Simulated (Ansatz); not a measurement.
## NbAl2Tl3, from a guessed structure to a relaxed one

Starting from a made-up structure for NbAl2Tl3, the aim is the relaxed cell, its shortest contacts and, where a second run follows, its electronic structure.

Main program and level: Ansatz 0.2.0; DFT, PBE, plane-wave PAW, files of the set soft_1, scalar-relativistic, no spin, cell and ions relaxed at zero pressure; PAW set soft_1.

### Step 1. Starting point

It takes space group P-3m1 (No. 164, trigonal). Conventional cell: a = 5.152 Å, b = 5.152 Å, c = 6.085 Å, α = 90.00°, β = 90.00°, γ = 120.00°. Nearest to Tl lie 2 Nb at 3.04 Å and 6 Al at 3.28 Å and 6 Tl at 3.38 Å. Tl has 5 Al at 2.98 to 3.09 Å and 3 Nb at 3.30 Å and 3 Tl at 3.38 Å nearest. Nb has 8 Tl at 3.04 to 3.30 Å nearest. Nearest to Al lie 8 Tl at 2.98 to 3.28 Å. Farther neighbours are not listed.

Structure file:

```cif
data_structure
_symmetry_space_group_name_H-M 'P-3m1'
_symmetry_Int_Tables_number 164
_cell_length_a 5.1520
_cell_length_b 5.1520
_cell_length_c 6.0850
_cell_angle_alpha 90.000
_cell_angle_beta 90.000
_cell_angle_gamma 120.000
_cell_volume 139.88
loop_
_atom_site_label
_atom_site_type_symbol
_atom_site_symmetry_multiplicity
_atom_site_Wyckoff_symbol
_atom_site_fract_x
_atom_site_fract_y
_atom_site_fract_z
_atom_site_occupancy
Tl1 Tl 1 a 0.00000 0.00000 0.00000 1
Tl2 Tl 2 d 0.66667 0.33333 0.26550 1
Nb1 Nb 1 b 0.00000 0.00000 0.50000 1
Al1 Al 2 d 0.66667 0.33333 0.77360 1
```

### Step 2. Relaxation of the guess

The guessed cell has no reason to be at equilibrium. It is relaxed with the atoms, within the space group of the guess.

Contents of input.yaml:

```yaml
crystal:
  lattice:
    - [5.152, 0.0, 0.0]
    - [-2.576, 4.46176288, 0.0]
    - [0.0, 0.0, 6.085]
  atoms:
    - { symbol: Tl, position: [0.0, 0.0, 0.0] }
    - { symbol: Tl, position: [0.666666667, 0.333333333, 0.2655] }
    - { symbol: Tl, position: [0.333333333, 0.666666667, 0.7345] }
    - { symbol: Nb, position: [0.0, 0.0, 0.5] }
    - { symbol: Al, position: [0.666666667, 0.333333333, 0.7736] }
    - { symbol: Al, position: [0.333333333, 0.666666667, 0.2264] }
kpoints:
  mp_grid: { grid: [6, 6, 5] }
scf:
  occupations: { method: fermi_dirac, width: 0.05 }
hamiltonian:
  xc: pbe
  pseudopotentials: { kind: paw, azcp: { folder: soft_1 } }
relax:
  f_tol: 0.015
  max_steps: 70
  cell: {}
output:
  forces: true
  stress: true
```

The run is started by

```sh
$ ansatz run input.yaml --threads 4 --pin off --max-ram 10240MiB --backend cpu --events-out ev --progress --plain --runs-dir out
```

Numbers of over 12 decimals in the logs are rounded to 6 here.

What it wrote:

```text
Engine: ansatz 0.2.0, aarch64-unknown-linux-gnu
Pseudopotentials: kind: paw
Pseudopotential: Tl, paw, valence charge 13, recommended cutoff 420 eV (normal), soft_1/Tl.paw.azcp
Pseudopotential: Nb, paw, valence charge 13, recommended cutoff 420 eV (normal), soft_1/Nb.paw.azcp
Pseudopotential: Al, paw, valence charge 3, recommended cutoff 420 eV (normal), soft_1/Al.paw.azcp
Functional definition: PBE
  parameter kappa = 0.804
  parameter beta = 0.066725
  exchange = pbe_x(kappa = kappa, mu = beta*pi^2/3)
  correlation = pbe_c(beta = beta)
Crystal: 6 atoms, lattice volume = 139.876 Å³
Basis set: ecut = 420 eV, 2739 PW (Γ), exchange–correlation on 72×72×90 points (8 copies of the dense FFT grid, shifted against one another)
Bands: 35, of which v1, the nominal top of the filled ones, is band 29 counted from 1 (28 counted from 0)
Symmetry: 12 space group operations
Space group: P-3m1 (ITA 164), of the structure as read, at distance tolerance 5.2e-5 Å
k-points: 27 of 180
Non-local potential: Tl, projectors of the file, l = 0: 2, l = 1: 2, l = 2: 2, l = 3: 1
Non-local potential: Nb, projectors of the file, l = 0: 3, l = 1: 2, l = 2: 2, l = 3: 1
Non-local potential: Al, projectors of the file, l = 0: 2, l = 1: 2, l = 2: 1
PAW form: soft (Blöchl's): semilocal exchange-correlation on the pseudo side does not see the compensation charge
PAW one-centre angular grid: Tl, 590 points (default); XC on 64 Gauss nodes
PAW one-centre angular grid: Nb, 590 points (default); XC on 64 Gauss nodes
PAW one-centre angular grid: Al, 110 points (default); XC on 64 Gauss nodes
Initial density: superposition of atomic densities (chi_scale 0.1, normalization cell, long waves kept (reshape's long-wave potential 0.00 eV rms))
Initial wavefunctions: pseudopotential atomic-orbital guess
Functional: x = pbe(κ = 0.804, μ = 0.219515), c = pbe(β = 0.066725)
SCF iter   1: F=—  HF=-39964.444611 eV  |F-HF|=—  |Δ(HF+E_count)|=         —  Δρ=4.81e-2  dr2=7.66e0  ethr=3.10e-3  ⟨swp⟩=6.7  Hψ=3997  notcnv=0
preconditioner: auto → Kerker (q_TF=auto, 2.356 Å⁻¹)  [metal: Δε(μ)=0.006 eV  Ē_g=9.756 eV  σ=0.050 eV  W_gap=0.03  n_scr=22 (ndim 8)  ℏωp=22.2 eV  f_vac=0.000  D(μ)=4.88/eV (n_scr^D=40)]
SCF iter   2: F=—  HF=-39963.483683 eV  |F-HF|=—  |Δ(HF+E_count)|=   9.61e-1  Δρ=2.41e-2  dr2=1.63e0  ethr=3.10e-3  ⟨swp⟩=2.8  Hψ=1755  notcnv=0
SCF iter   3: F=—  HF=-39963.271006 eV  |F-HF|=—  |Δ(HF+E_count)|=   2.13e-1  Δρ=6.51e-3  dr2=1.62e-1  ethr=2.82e-3  ⟨swp⟩=2.1  Hψ=1300  notcnv=0
SCF iter   4: F=—  HF=-39963.266623 eV  |F-HF|=—  |Δ(HF+E_count)|=   4.38e-3  Δρ=5.46e-3  dr2=8.64e-2  ethr=2.79e-4  ⟨swp⟩=2.2  Hψ=1283  notcnv=0
SCF iter   5: F=—  HF=-39963.259375 eV  |F-HF|=—  |Δ(HF+E_count)|=   7.25e-3  Δρ=2.85e-3  dr2=2.78e-2  ethr=1.49e-4  ⟨swp⟩=1.1  Hψ=1027  notcnv=0
SCF iter   6: F=—  HF=-39963.256689 eV  |F-HF|=—  |Δ(HF+E_count)|=   2.69e-3  Δρ=8.11e-4  dr2=2.21e-3  ethr=4.79e-5  ⟨swp⟩=1.7  Hψ=991  notcnv=0
SCF iter   7: F=—  HF=-39963.256485 eV  |F-HF|=—  |Δ(HF+E_count)|=   2.04e-4  Δρ=3.82e-5  dr2=3.21e-6  ethr=3.80e-6  ⟨swp⟩=1.9  Hψ=1033  notcnv=0
SCF iter   8: F=—  HF=-39963.256497 eV  |F-HF|=—  |Δ(HF+E_count)|=   1.21e-5  Δρ=1.27e-5  dr2=3.76e-7  ethr=5.53e-9  ⟨swp⟩=2.0  Hψ=1754  notcnv=0
SCF iter   9: F=-39963.256497 eV  HF=-39963.256497 eV  |F-HF|=2.50e-8  |Δ(HF+E_count)|=   7.97e-9  Δρ=3.13e-6  dr2=3.31e-8  ethr=1.72e-10  ⟨swp⟩=4.0  Hψ=2891  notcnv=0
SCF 1 converged in 9 iterations: F = -39963.256497 eV  dr2 = 3.31e-8
  greatest PAW one-centre occupation: 0.998 electrons in one spin orbital (limit 2), on the Nb atom at site 3 (counted from 0), in its partial waves of l = 0
relax step   1: F+E_penalty+E_count = -39963.25649687 eV  Δ(F+E_penalty+E_count) = +0.000e0 eV  max|allowed force component| = 6.326e-1 eV/Å  Δτ_max = 0.0000 Å  P = -3.150 GPa  Ω = 139.876 Å³  (9 SCF iters, dr2 threshold 1.00e-7 eV, accepted)
Crystal: 6 atoms, lattice volume = 129.626 Å³
Basis set: ecut = 420 eV, 2545 PW (Γ), exchange–correlation on 72×72×90 points (8 copies of the dense FFT grid, shifted against one another)
Initial density: handed on by an earlier stage of this run
Initial wavefunctions: those handed on with the density
iter 1 solved again at ethr=8.43e-4 eV; its pass at ethr=3.10e-3 eV (dr2=4.89e-1 eV) is discarded
SCF iter   1: F=—  HF=-39963.508630 eV  |F-HF|=—  |Δ(HF+E_count)|=         —  Δρ=1.01e-2  dr2=4.89e-1  ethr=8.43e-4  ⟨swp⟩=1.0  Hψ=5195  notcnv=0
preconditioner: auto → Kerker (q_TF=auto, 2.386 Å⁻¹)  [metal: Δε(μ)=0.055 eV  Ē_g=9.982 eV  σ=0.050 eV  W_gap=0.26  n_scr=22 (ndim 8)  ℏωp=23.1 eV  f_vac=0.000  D(μ)=5.89/eV (n_scr^D=58)]
SCF iter   2: F=—  HF=-39963.462900 eV  |F-HF|=—  |Δ(HF+E_count)|=   4.57e-2  Δρ=5.01e-3  dr2=1.28e-1  ethr=8.43e-4  ⟨swp⟩=1.0  Hψ=946  notcnv=0
SCF iter   3: F=—  HF=-39963.444705 eV  |F-HF|=—  |Δ(HF+E_count)|=   1.82e-2  Δρ=1.04e-3  dr2=4.15e-3  ethr=2.20e-4  ⟨swp⟩=2.0  Hψ=1153  notcnv=0
SCF iter   4: F=—  HF=-39963.444093 eV  |F-HF|=—  |Δ(HF+E_count)|=   6.12e-4  Δρ=3.08e-4  dr2=1.93e-4  ethr=7.16e-6  ⟨swp⟩=2.3  Hψ=1467  notcnv=0
SCF iter   5: F=—  HF=-39963.444084 eV  |F-HF|=—  |Δ(HF+E_count)|=   9.68e-6  Δρ=7.00e-5  dr2=1.07e-5  ethr=3.33e-7  ⟨swp⟩=2.9  Hψ=1661  notcnv=0
SCF iter   6: F=—  HF=-39963.444082 eV  |F-HF|=—  |Δ(HF+E_count)|=   1.32e-6  Δρ=1.67e-5  dr2=6.73e-7  ethr=1.84e-8  ⟨swp⟩=2.1  Hψ=1246  notcnv=0
SCF iter   7: F=-39963.444082 eV  HF=-39963.444082 eV  |F-HF|=8.92e-9  |Δ(HF+E_count)|=   9.89e-8  Δρ=3.99e-6  dr2=2.23e-8  ethr=1.03e-9  ⟨swp⟩=4.0  Hψ=2870  notcnv=0
SCF 2 converged in 7 iterations: F = -39963.444082 eV  dr2 = 2.23e-8
relax step   2: F+E_penalty+E_count = -39963.44408221 eV  Δ(F+E_penalty+E_count) = -1.876e-1 eV  max|allowed force component| = 5.152e-1 eV/Å  Δτ_max = 0.1498 Å  P = +2.327 GPa  Ω = 129.626 Å³  energy of the carried Pulay correction = +1.334e-3 eV  (7 SCF iters, dr2 threshold 6.00e-7 eV, accepted)
Crystal: 6 atoms, lattice volume = 133.697 Å³
Basis set: ecut = 420 eV, 2617 PW (Γ), exchange–correlation on 72×72×90 points (8 copies of the dense FFT grid, shifted against one another)
iter 1 solved again at ethr=1.21e-4 eV; its pass at ethr=3.10e-3 eV (dr2=6.99e-2 eV) is discarded
SCF iter   1: F=—  HF=-39963.529637 eV  |F-HF|=—  |Δ(HF+E_count)|=         —  Δρ=4.98e-3  dr2=7.37e-2  ethr=1.21e-4  ⟨swp⟩=1.0  Hψ=4712  notcnv=0
preconditioner: auto → Kerker (q_TF=auto, 2.374 Å⁻¹)  [metal: Δε(μ)=0.021 eV  Ē_g=10.041 eV  σ=0.050 eV  W_gap=0.10  n_scr=22 (ndim 8)  ℏωp=22.7 eV  f_vac=0.000  D(μ)=7.58/eV (n_scr^D=70)]
[...]
relax step  22: F+E_penalty+E_count = -39964.43618209 eV  Δ(F+E_penalty+E_count) = -6.778e-2 eV  max|allowed force component| = 4.864e-2 eV/Å  Δτ_max = 0.0221 Å  P = +0.819 GPa  Ω = 149.836 Å³  energy of the carried Pulay correction = -5.956e-4 eV  (6 SCF iters, dr2 threshold 6.00e-7 eV, accepted)
relax step  23: F+E_penalty+E_count = -39964.47968800 eV  Δ(F+E_penalty+E_count) = -4.351e-2 eV  max|allowed force component| = 4.025e-2 eV/Å  Δτ_max = 0.0347 Å  P = +0.161 GPa  Ω = 153.593 Å³  energy of the carried Pulay correction = -1.168e-3 eV  (6 SCF iters, dr2 threshold 6.00e-7 eV, accepted)
relax step  24: F+E_penalty+E_count = -39964.49318221 eV  Δ(F+E_penalty+E_count) = -1.349e-2 eV  max|allowed force component| = 1.952e-2 eV/Å  Δτ_max = 0.0068 Å  P = +0.119 GPa  Ω = 155.299 Å³  energy of the carried Pulay correction = -1.450e-3 eV  (6 SCF iters, dr2 threshold 6.00e-7 eV, accepted)
relax step  25: F+E_penalty+E_count = -39964.49337559 eV  Δ(F+E_penalty+E_count) = -1.934e-4 eV  max|allowed force component| = 7.938e-3 eV/Å  Δτ_max = 0.0035 Å  P = -0.048 GPa  Ω = 155.642 Å³  energy of the carried Pulay correction = -1.508e-3 eV  (6 SCF iters, dr2 threshold 6.09e-8 eV, accepted)
relax step  26: F+E_penalty+E_count = -39964.49345697 eV  Δ(F+E_penalty+E_count) = -8.138e-5 eV  max|allowed force component| = 2.142e-3 eV/Å  Δτ_max = 0.0013 Å  P = -0.007 GPa  Ω = 155.488 Å³  energy of the carried Pulay correction = -1.482e-3 eV  (6 SCF iters, dr2 threshold 6.37e-9 eV, accepted)
relax step  27: F+E_penalty+E_count = -39964.49836276 eV  Δ(F+E_penalty+E_count) = -4.906e-3 eV  max|allowed force component| = 1.827e-3 eV/Å  Δτ_max = 0.0000 Å  P = +0.020 GPa  Ω = 155.488 Å³  stress off target by 9.02e-2 GPa  SCF on the basis re-selected at this cell (its energy is not comparable with the rows above)  (6 SCF iters)
relax step  28: F+E_penalty+E_count = -39964.49853325 eV  Δ(F+E_penalty+E_count) = -1.705e-4 eV  max|allowed force component| = 1.665e-3 eV/Å  Δτ_max = 0.0019 Å  P = +0.001 GPa  Ω = 155.754 Å³  energy of the carried Pulay correction = -2.777e-5 eV  (6 SCF iters, dr2 threshold 2.04e-8 eV, accepted)
iter 1 solved again at ethr=1.36e-7 eV; its pass at ethr=3.10e-3 eV (dr2=7.88e-5 eV) is discarded
SCF iter   1: F=—  HF=-39964.498573 eV  |F-HF|=—  |Δ(HF+E_count)|=         —  Δρ=7.33e-6  dr2=6.43e-9  ethr=1.36e-7  ⟨swp⟩=3.0  Hψ=6420  notcnv=0
eigensolver tolerance schedule: the retry pair's looser diagonalisation over-reported the residual by 12253.68 of it (diagonalisation noise at 1.16 of the residual, at the tolerance the schedule requests for it); recorded, not acted on — ethr = c·dr2/N_el stays at c = 1.0e-1
preconditioner: auto → Kerker (q_TF=auto, 2.314 Å⁻¹)  [metal: Δε(μ)=0.052 eV  Ē_g=9.753 eV  σ=0.050 eV  W_gap=0.25  n_scr=36 (ndim 8)  ℏωp=21.0 eV  f_vac=0.003  D(μ)=4.61/eV (n_scr^D=36)]
SCF iter   2: F=—  HF=-39964.498570 eV  |F-HF|=—  |Δ(HF+E_count)|=   2.65e-6  Δρ=3.69e-6  dr2=1.49e-9  ethr=1.11e-11  ⟨swp⟩=3.0  Hψ=2051  notcnv=0
SCF iter   3: F=—  HF=-39964.498570 eV  |F-HF|=—  |Δ(HF+E_count)|=   2.15e-7  Δρ=9.64e-7  dr2=3.19e-10  ethr=2.57e-12  ⟨swp⟩=2.1  Hψ=1221  notcnv=0
SCF iter   4: F=—  HF=-39964.498570 eV  |F-HF|=—  |Δ(HF+E_count)|=   1.40e-8  Δρ=1.35e-7  dr2=6.50e-11  ethr=1.00e-12  ⟨swp⟩=2.0  Hψ=1028  notcnv=0
iter 5 did not close the SCF: its close was put off for the readings that it lacked (scf_convergence_deferred on its scf_iter line)
SCF iter   5: F=-39964.498570 eV  HF=-39964.498570 eV  |F-HF|=2.18e-11  |Δ(HF+E_count)|=  1.16e-10  Δρ=5.18e-8  dr2=9.76e-12  ethr=1.00e-12  ⟨swp⟩=1.0  Hψ=945  notcnv=0
iter 6 did not close the SCF: its close was put off for the readings that it lacked (scf_convergence_deferred on its scf_iter line)
SCF iter   6: F=-39964.498570 eV  HF=-39964.498570 eV  |F-HF|=1.46e-11  |Δ(HF+E_count)|=  7.28e-12  Δρ=1.44e-8  dr2=1.12e-12  ethr=1.00e-12  ⟨swp⟩=1.0  Hψ=945  notcnv=0
iter 7 did not close the SCF: its close was put off for the readings that it lacked (scf_convergence_deferred on its scf_iter line)
SCF iter   7: F=-39964.498570 eV  HF=-39964.498570 eV  |F-HF|=0.00e0  |Δ(HF+E_count)|=    0.00e0  Δρ=6.40e-9  dr2=1.04e-13  ethr=1.00e-12  ⟨swp⟩=1.0  Hψ=945  notcnv=0
iter 8 did not close the SCF: its close was put off for the readings that it lacked (scf_convergence_deferred on its scf_iter line)
SCF iter   8: F=-39964.498570 eV  HF=-39964.498570 eV  |F-HF|=1.46e-11  |Δ(HF+E_count)|=    0.00e0  Δρ=2.71e-9  dr2=2.21e-14  ethr=1.00e-12  ⟨swp⟩=1.0  Hψ=945  notcnv=0
SCF iter   9: F=-39964.498570 eV  HF=-39964.498570 eV  |F-HF|=7.28e-12  |Δ(HF+E_count)|=  7.28e-12  Δρ=1.06e-9  dr2=2.55e-15  ethr=1.00e-12  ⟨swp⟩=1.0  Hψ=1998  notcnv=0
SCF 29 converged in 9 iterations: F = -39964.498570 eV  dr2 = 2.55e-15
relax step  29: F+E_penalty+E_count = -39964.49857010 eV  Δ(F+E_penalty+E_count) = -3.685e-5 eV  max|allowed force component| = 1.675e-3 eV/Å  Δτ_max = 0.0000 Å  P = +0.001 GPa  Ω = 155.754 Å³  stress off target by 2.01e-2 GPa  SCF on the basis re-selected at this cell (its energy is not comparable with the rows above)  (9 SCF iters)
basis re-selected at this cell: Δ(F+E_penalty+E_count) = -3.685e-5 eV, ΔP = +0.000 GPa vs the last step (what re-selecting the basis moved, of the pressure what is left beyond the Pulay correction that the steps carried, after the strain that the cell walked since its last selection, with what the two solves' SCF thresholds leave and, on support functions, any second-order correction that the steps lacked; it is no m [...]
SCF converged after 9 iterations
Free energy (F): -39964.498570 eV
Harris-Foulkes:  -39964.498570 eV  (|F-HF|=7.28e-12)
Internal energy: -39964.462509 eV  (E = F + TS)
E sigma→0 (E₀):  -39964.480540 eV
Entropy (-TS):   -0.036061 eV (-6.010 meV/atom)
Fermi energy:    9.010711 eV
--- Per-component energies (eV) ---
  E_band       = -179.403587
  E_kinetic    = 1213.319023
  E_local      = -3913.810115  (includes V_loc(G=0)·N_el)
  E_nonlocal   = 1062.029641
  E_hartree    = 1464.596952
  E_xc         = -795.671288
  E_vxc        = -624.701595  (∫ρ·V_xc dr)
  E_paw        = -34577.952897  (= ΣΔE_a)
  E_vpaw       = -845.434352  (= ΣTr[D̂ρ^β])
  E_aug_tail   = -0.000094  (compensation charges beyond the density's cutoff)
  E_ewald      = -4416.973732
  E_smearing   = -0.036061  (= −TS)
  E_closure    = -0.000000  (closes the sum)
  Σ components = -39964.498570   (vs F -39964.498570, Δ=0.00e0)
--- Forces (eV/Å), atoms counted from 1 ---
  atom   1  Tl     0.00000000     0.00000000     0.00000000
  atom   2  Tl     0.00000000     0.00000000    -0.00167542
  atom   3  Tl     0.00000000    -0.00000000     0.00167542
  atom   4  Nb     0.00000000     0.00000000     0.00000000
  atom   5  Al     0.00000000     0.00000000     0.00041290
  atom   6  Al     0.00000000    -0.00000000    -0.00041290
  max |Σ_I F_I| component: 1.16e-17 eV/Å
--- Stress (GPa, compression-positive) ---
       -0.008341      -0.000000       0.000000
       -0.000000      -0.008341      -0.000000
        0.000000      -0.000000       0.020131
  P = ⅓ Tr σ = 0.0011 GPa (0.011 kbar)
--- Relaxed structure (26 steps of the walk, 25 accepted, 3 SCFs on fresh bases) ---
  F+E_penalty+E_count = -39964.49857010 eV   max|allowed force component| = 1.675e-3 eV/Å   (the final SCF, on the basis selected at the relaxed cell)
  cell:  # Å, volume = 155.7540 Å³
    - [4.406517, 0, 0]
    - [-2.203259, 3.816156, 0]
    - [0, 0, 9.262276]
  atoms:
    - { symbol: Tl, position: [0, 0, -1.2739598246953744e-18] }
    - { symbol: Tl, position: [0.666667, 0.333333, 0.243562] }
    - { symbol: Tl, position: [0.333333, 0.666667, 0.756438] }
    - { symbol: Nb, position: [0, 0, 0.500000] }
    - { symbol: Al, position: [0.666667, 0.333333, 0.606629] }
    - { symbol: Al, position: [0.333333, 0.666667, 0.393371] }
```

Wall time 44 s (4 threads of Arm Neoverse V2, shared host); peak memory 0.55 GiB; 2.8 min of CPU time.

Relaxation path (22 of 29):

```tsv
step	energy less that of the first step (eV)	largest force component (eV/Å)	pressure (GPa)	volume (Å³)
1	0.0000	0.6326	-3.15	139.88
2	-0.1876	0.5152	2.33	129.63
4	-0.3150	0.1422	-0.09	133.60
5	-0.3597	0.0795	0.18	133.97
6	-0.3792	0.0439	0.78	133.78
8	-0.4106	0.0915	-0.07	136.52
9	-0.4755	0.2976	0.25	137.38
10	-0.5880	0.2360	1.20	137.07
12	-0.6924	0.1637	0.72	143.58
13	-0.7283	0.2497	-0.66	145.49
14	-0.8454	0.0406	-0.34	146.11
16	-0.8703	0.0337	-1.19	148.35
17	-0.8817	0.0830	-0.07	145.55
18	-0.8853	0.0075	0.06	145.26
20*	-1.0154	0.0153	1.11	145.44
21	-1.1119	0.0354	0.68	148.07
22	-1.1797	0.0486	0.82	149.84
24	-1.2367	0.0195	0.12	155.30
25	-1.2369	0.0079	-0.05	155.64
26	-1.2370	0.0021	-0.01	155.49
28	-1.2420	0.0017	0.00	155.75
29*	-1.2421	0.0017	0.00	155.75
```

Relaxation steps marked * repeat the geometry before them on a plane-wave basis chosen anew for their cell, so energy and pressure can jump there. Other such steps can lie between the rows shown. Relaxation step 16 was tried and not accepted.

Forces are held to the 12 operations that the run works with; a distortion that breaks them can't arise in this run.

```tsv
cell as run	before	after	change
a (Å)	5.152	4.407	-14.5 %
b (Å)	5.152	4.407	-14.5 %
c (Å)	6.085	9.262	+52.2 %
volume (Å³/atom)	23.31	25.96	+11.4 %
```

The atoms that moved most (Å, as changes of fractional coordinates times the final cell):

```tsv
atom	dx	dy	dz	length
Al5	0.000	0.000	-1.547	1.547
Al6	0.000	0.000	1.547	1.547
Tl2	0.000	0.000	-0.203	0.203
Tl3	0.000	0.000	0.203	0.203
```

The relaxed structure:

```cif
data_structure
_symmetry_space_group_name_H-M 'P 1'
_symmetry_Int_Tables_number 1
_cell_length_a 4.4065
_cell_length_b 4.4065
_cell_length_c 9.2623
_cell_angle_alpha 90.000
_cell_angle_beta 90.000
_cell_angle_gamma 120.000
_cell_volume 155.75
loop_
_atom_site_label
_atom_site_type_symbol
_atom_site_fract_x
_atom_site_fract_y
_atom_site_fract_z
_atom_site_occupancy
Tl1 Tl 0.00000 0.00000 0.00000 1
Tl2 Tl 0.66667 0.33333 0.24356 1
Tl3 Tl 0.33333 0.66667 0.75644 1
Nb4 Nb 0.00000 0.00000 0.50000 1
Al5 Al 0.66667 0.33333 0.60663 1
Al6 Al 0.33333 0.66667 0.39337 1
```

Numbers from this step:

```
free energy             : -39964.4986 eV
energy at zero smearing : -39964.4805 eV
smearing term TS        : 0.03606 eV
Fermi energy            : 9.011 eV
electrons               : 58
symmetry operations     : 12
pressure                : 0.001150 GPa
```

Shortest distances by pair of elements, guess and relaxed (not always the same contact):

```tsv
pair	guess (Å)	relaxed (Å)
Al–Nb	3.409	2.729
Al–Tl	2.984	2.898
Al–Al	4.055	3.221
Tl–Tl	3.385	3.400
Nb–Tl	3.042	3.481
```

The relaxation ends with a largest force component of 0.0017 eV/Å and a pressure of 0.00 GPa.

### Step 3. Outcome

```yaml
space_group_relaxed: P-3m1
conventional_cell: a = 4.407, b = 4.407, c = 9.262 Å; α = 90.0°, β = 90.0°, γ = 120.0°
volume_per_atom: 25.96 Å³ (guess 23.31)
```

NbAl2Tl3 relaxes to P-3m1 with a = 4.407, b = 4.407 and c = 9.262 Å. The guessed volume was 10 % too small. The space group P-3m1 was held in the relaxation, so the end point is a stationary structure within it and may be a saddle against distortions or other arrangements. Mesh and cutoff weren't tested. A vector of the cell changed its length by 52 %, so the starting arrangement is largely lost and the mesh was laid for another shape. Spin-orbit coupling is left out, which can matter for elements this heavy. No dispersion term is used, so weakly bound directions may come out too long. The runs have no spin, and magnetism wasn't tested. Nothing here tests whether the compound is stable against decomposition.

[Logs are printed without paths, hosts, clocks, repeated set-up lines and the standing remarks that a program may print on its own settings, such as how far it seeks lower states.]

[Hosts, paths, dates, database ids (printed as entryN), source tags and the programs' standing remarks are cut or masked in the printed files.]
